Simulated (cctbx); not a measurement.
# Symmetry from intensities

Cell: a = 6.1220 Å, b = 6.1220 Å, c = 16.4590 Å, α = 90.00°, β = 90.00°, γ = 120.00°. Expected content of the cell: Te9 Cr12 S9.

Simulated single-crystal data (cctbx): Mo Kα, λ = 0.71073 Å, to d = 0.84 Å, 80 % of the full sphere, strongest reflection 40000 counts, noise from counting, a 3 % proportional error and a noise floor of 4 counts (s.d.); no absorption, some extinction.

A first pass over the reflections prints:

```text
3091 reflections to d = 0.841 A
centring   violations  <I/sigma> of those
    A        479 of  1532      6.0
    B        500 of  1536      6.3
    C        491 of  1570      6.0
    I        486 of  1519      6.1
    R          0 of  2062     -0.0
    F        735 of  2319      6.1
Laue class    unique    Rint  (classes that these axes allow; Friedel mates merged)
R -3 :H           216   0.027
R -3 m :H         142   0.173
space group    extra absences  I>4sigma  <I/sigma>
R 3 :H                  0          0         -  acentric
R -3 :H                 0          0         -  centric
Wilson B = 1.14 A^2   <|E^2-1|> = 1.274 (0.968 centric, 0.736 acentric)   E^2>4: 10.6 %
shell (A)         n   <I/sigma>
 5.49 - 1.67     30     39.7
 1.67 - 1.33     26     38.5
 1.33 - 1.16     26     31.8
 1.16 - 1.06     26     39.7
 1.06 - 0.98     24     36.8
 0.98 - 0.93     28     30.6
 0.93 - 0.88     26     32.9
 0.88 - 0.84     30     28.6
```

**Question.** What are the lattice type, the Laue class and the likely space group?

The reflections that R centring forbids are absent (⟨I/σ⟩ near 0), so the lattice is R.

Rint stays low (0.027) up to R -3 :H and is 0.173 or more in the other classes.

2 settings pass the absence test. No glide or screw absences show, which leaves R 3 and R -3.

⟨|E²−1|⟩ = 1.274 is above even the centric ideal, a mark of pseudo-translation (a class of systematically weak reflections). It says nothing here on a centre of symmetry. The Wilson B of 1.14 Å² means U ≈ 0.0144 Å².

The true group is R3 (no. 146), Laue class -3, non-centrosymmetric. The tables only narrow the choice to the tied entries; cell content, site symmetry and trial solutions must settle it.

The model was made for the exercise: a known structure type with other elements put in, its volume estimated, not relaxed; displacement parameters are assumed.

[Logs are printed without paths, hosts, clocks, repeated set-up lines and the standing remarks that a program may print on its own settings, such as how far it seeks lower states.]
